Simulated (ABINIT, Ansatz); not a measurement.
**VCu3S4 (Sulvanite): G0W0 on several meshes in ABINIT**

Wanted: mesh dependence and cost of G0W0 for VCu3S4 (Sulvanite).

Method: LDA and many-body steps on it, plane waves, in ABINIT 10.8.3.

Report form: the programs' logs are mostly left out.

In doubt: a PseudoDojo file used here is known to give poor structures and forces, which bears on pressures, cells, forces and phonons.

## 1. The structure

Symmetry: P-43m, No. 215, cubic system. Conventional cell: a = 5.391 Å, b = 5.391 Å, c = 5.391 Å, α = 90.00°, β = 90.00°, γ = 90.00°. Nearest to V lie 4 S at 2.21 Å. Cu has 4 S at 2.30 Å nearest. Nearest to S lie 1 V at 2.21 Å and 3 Cu at 2.30 Å. Farther neighbours and most contacts between anions are not listed.

The cell and positions come from the Crystallography Open Database and are kept as given unless a step says otherwise.

## 2. Empty states on the mesh, 2×2×2 mesh, 564 bands

This step: ABINIT 10.8.3; DFT, LDA, plane waves, norm-conserving pseudopotentials.

The sums over transitions need many empty states on a uniform mesh; this step solves for them.

run.abi

```
acell 3*1.0 Angstrom
rprim 
  5.391200000000 0.000000000000 0.000000000000
  0.000000000000 5.391200000000 0.000000000000
  0.000000000000 0.000000000000 5.391200000000
ntypat 3
znucl 23 29 16
natom 8
typat 1 2 2 2 3 3 3 3
xred 
  0.000000000000 0.000000000000 0.000000000000
  0.500000000000 0.000000000000 0.000000000000
  0.000000000000 0.500000000000 0.000000000000
  0.000000000000 0.000000000000 0.500000000000
  0.237200000000 0.237200000000 0.237200000000
  0.237200000000 0.762800000000 0.762800000000
  0.762800000000 0.762800000000 0.237200000000
  0.762800000000 0.237200000000 0.762800000000
pp_dirpath "pseudos"
pseudos "V.upf, Cu.upf, S.upf"
ecut 38
ngkpt 2 2 2
nshiftk 1
shiftk 0 0 0
kptopt 1
chksymbreak 0
iscf -2
irdden 1
istwfk *1
nband 564
nbdbuf 50
tolwfr 1e-09
nstep 60
prtvol 0
indata_prefix "in"
outdata_prefix "out"
tmpdata_prefix "tmp"
```

Run with:

```sh
$ OMP_NUM_THREADS=1 mpirun -n 4 abinit run.abi > log
```

The job ended after 8.1 min (4 MPI ranks of Arm Neoverse V2, shared host; peak memory 1.1 GiB).

Numbers from this step:

```
gap                                                           : 0.9837 eV
k of the valence top                                          : 0.5, 0.5, 0.5
k of the conduction bottom                                    : 0.5, 0, 0
least direct gap                                              : 1.388 eV
k points computed                                             : 4
lowest point of the top converged band, above the valence top : 109.9593 eV
```

On this mesh the gap is 0.984 eV.

The density comes from a self-consistent run that is not shown.

## 3. Screening, 2×2×2 mesh, 237 bands, screening to 141.5 eV

The RPA dielectric matrix is built and inverted for each q.

This step: RPA screening on LDA, plane waves, norm-conserving pseudopotentials.

Changes to run.abi since step 2:

```diff
@@ -26,10 +26,11 @@
 chksymbreak 0
-iscf -2
-irdden 1
 istwfk *1
-nband 564
-nbdbuf 50
-tolwfr 1e-09
-nstep 60
-prtvol 0
+occopt 1
+irdwfk 1
+optdriver 3
+nband 237
+ecuteps 5.2
+inclvkb 2
+awtr 1
+symchi 1
 indata_prefix "in"
```

The job ended after 2.7 min (4 MPI ranks; peak memory 2.5 GiB; 11 min of CPU time).

Numbers from this step:

```
ε∞ with local fields, on this mesh, along the program's q direction : 7.784
the same without local fields                                       : 10.01
plasma frequency                                                    : 28.76 eV
plane waves in the screening matrix                                 : 619
```

Local fields lower ε∞ by 22 %. On a Γ-centred mesh this coarse the value itself is usually too large, while a short band sum pulls it down.

## 4. 2×2×2

The self-energy is evaluated for the states that the input lists, and the levels follow from it, in one-shot runs by the linearised quasiparticle equation.

This step: G0W0 on LDA, plane waves, norm-conserving pseudopotentials.

Changes to run.abi since step 3:

```diff
@@ -29,8 +29,21 @@
 irdwfk 1
-optdriver 3
+optdriver 4
 nband 237
+gwcalctyp 0
+ecutsigx 38
+symsigma 1
+nkptgw 4
+kptgw 
+  0.5000000000 0.5000000000 0.5000000000
+  0.5000000000 0.0000000000 0.0000000000
+  0.5000000000 0.5000000000 0.0000000000
+  0.0000000000 0.0000000000 0.0000000000
+bdgw 
+  45 49
+  46 49
+  45 49
+  45 49
 ecuteps 5.2
-inclvkb 2
-awtr 1
-symchi 1
+irdscr 1
+ppmodel 1
 indata_prefix "in"
```

Wall time 87 s (4 MPI ranks); peak memory 2 GiB; 5.8 min of CPU time.

Numbers from this step:

- G0W0 gap on the mesh: 2.215 eV
- starting gap on the mesh: 0.9837 eV
- k of the valence top: 0.5, 0.5, 0.5
- k of the conduction bottom: 0.5, 0, 0
- Z at the valence top: 0.751
- Z at the conduction bottom: 0.74
- least direct G0W0 gap on the computed points: 2.628 eV

The gap on the mesh goes from 0.98 eV to 2.21 eV, a correction of +1.23 eV.

## 5. Empty states on the mesh, 4×4×4 mesh, 259 bands

This step: DFT, LDA, plane waves, norm-conserving pseudopotentials.

Changes to run.abi since step 4:

```diff
@@ -21,3 +21,3 @@
 ecut 38
-ngkpt 2 2 2
+ngkpt 4 4 4
 nshiftk 1
@@ -26,24 +26,10 @@
 chksymbreak 0
+iscf -2
+irdden 1
 istwfk *1
-occopt 1
-irdwfk 1
-optdriver 4
-nband 237
-gwcalctyp 0
-ecutsigx 38
-symsigma 1
-nkptgw 4
-kptgw 
-  0.5000000000 0.5000000000 0.5000000000
-  0.5000000000 0.0000000000 0.0000000000
-  0.5000000000 0.5000000000 0.0000000000
-  0.0000000000 0.0000000000 0.0000000000
-bdgw 
-  45 49
-  46 49
-  45 49
-  45 49
-ecuteps 5.2
-irdscr 1
-ppmodel 1
+nband 259
+nbdbuf 22
+tolwfr 1e-09
+nstep 60
+prtvol 0
 indata_prefix "in"
```

Wall time 6.6 min (4 MPI ranks); peak memory 0.88 GiB.

This step gave:

- gap: 0.9837 eV
- k of the valence top: 0.5, 0.5, 0.5
- k of the conduction bottom: 0.5, 0, 0
- least direct gap: 1.350 eV
- k points computed: 10
- lowest point of the top converged band, above the valence top: 57.2979 eV

On this mesh the gap is 0.984 eV.

## 6. Screening, 4×4×4 mesh, 237 bands, screening to 141.5 eV

This step: RPA screening on LDA, plane waves, norm-conserving pseudopotentials.

Changes to run.abi since step 5:

```diff
@@ -26,10 +26,11 @@
 chksymbreak 0
-iscf -2
-irdden 1
 istwfk *1
-nband 259
-nbdbuf 22
-tolwfr 1e-09
-nstep 60
-prtvol 0
+occopt 1
+irdwfk 1
+optdriver 3
+nband 237
+ecuteps 5.2
+inclvkb 2
+awtr 1
+symchi 1
 indata_prefix "in"
```

It took 20 min on 4 MPI ranks; peak memory 5.2 GiB; 80 min of CPU time.

This step gave:

```
ε∞ with local fields, on this mesh, along the program's q direction : 7.295
the same without local fields                                       : 9.398
plasma frequency                                                    : 28.76 eV
plane waves in the screening matrix                                 : 619
```

## 7. 4×4×4

This step: G0W0 on LDA, plane waves, norm-conserving pseudopotentials.

Changes to run.abi since step 6:

```diff
@@ -29,8 +29,21 @@
 irdwfk 1
-optdriver 3
+optdriver 4
 nband 237
+gwcalctyp 0
+ecutsigx 38
+symsigma 1
+nkptgw 4
+kptgw 
+  0.5000000000 0.5000000000 0.5000000000
+  0.5000000000 0.0000000000 0.0000000000
+  0.5000000000 0.5000000000 0.2500000000
+  0.0000000000 0.0000000000 0.0000000000
+bdgw 
+  45 49
+  46 49
+  45 49
+  45 49
 ecuteps 5.2
-inclvkb 2
-awtr 1
-symchi 1
+irdscr 1
+ppmodel 1
 indata_prefix "in"
```

Wall time 4.4 min (4 MPI ranks); peak memory 4.2 GiB; 18 min of CPU time.

Numbers from this step:

* G0W0 gap on the mesh: 2.209 eV
* starting gap on the mesh: 0.9837 eV
* k of the valence top: 0.5, 0.5, 0.5
* k of the conduction bottom: 0.5, 0, 0
* Z at the valence top: 0.748
* Z at the conduction bottom: 0.737
* least direct G0W0 gap on the computed points: 2.555 eV

Against G0W0 in ABINIT (2×2×2 mesh, 237 bands, screening to 141.5 eV, Godby-Needs plasmon pole), the gap moves by −0.006 eV.

## 8. Side by side

Times are wall times on 4 MPI ranks of Arm Neoverse V2, shared host, good to a factor of about two. A run's time includes the screening step that it read.

```
  run   mesh  bands  screening cutoff (eV)  DFT gap (eV)  gap on the mesh (eV)  direct (eV)  ε∞ used     time
2×2×2  2×2×2    237                  141.5         0.984                 2.215        2.628     7.78  4.2 min
4×4×4  4×4×4    237                  141.5         0.984                 2.209        2.555     7.29   24 min
```

## 9. Outcome

```
2×2×2        : 2.215 eV
4×4×4        : 2.209 eV
known limits : not at the basis limit; no spin polarisation; d shell near the gap, gap tends to lie low; d states lean on the start; coarse k mesh
```

In words: 4×4×4: −0.006 eV against 2×2×2. Bands and cutoff are finite, so the gap is not at the basis limit. The miss can reach some tenths of an eV and take either sign; the mesh is an error of its own. The 2×2×2 mesh is coarse for this cell, which bears on the long-range parts of exchange and screening. The runs have no spin polarisation. For a closed low-spin shell that is the natural state; where a d or f shell is open it is a constraint, and the gap is then not the crystal's own. A d shell, filled or nearly so, lies near the gap. One-shot GW converges very slowly in bands there, not always from below, and on a semilocal start the gap tends to come out low; starts rich in exact exchange can overshoot instead. With d states at the gap, one-shot GW leans hard on its start.

[Paths, hosts, dates, memory and timing lines, banners, echoed tables and standing remarks are left out of the program output.]

[Logs are printed without paths, hosts, clocks, repeated set-up lines and the standing remarks that a program may print on its own settings, such as how far it seeks lower states.]

[Runs of the session that timed out or met a known fault of the program may be left out.]

[Hosts, paths, dates, database ids (printed as entryN), source tags and the programs' standing remarks are cut or masked in the printed files.]

[G0W0 gaps are taken among the corrected bands and points alone; a level outside them can change the order at an edge.]

[Where Ansatz stands beside ABINIT at settings called matched, ABINIT's density can come from a denser mesh and the files from another edition; pairs whose starting gaps differed by over 0.03 eV were left out, so agreement reads better than it is.]
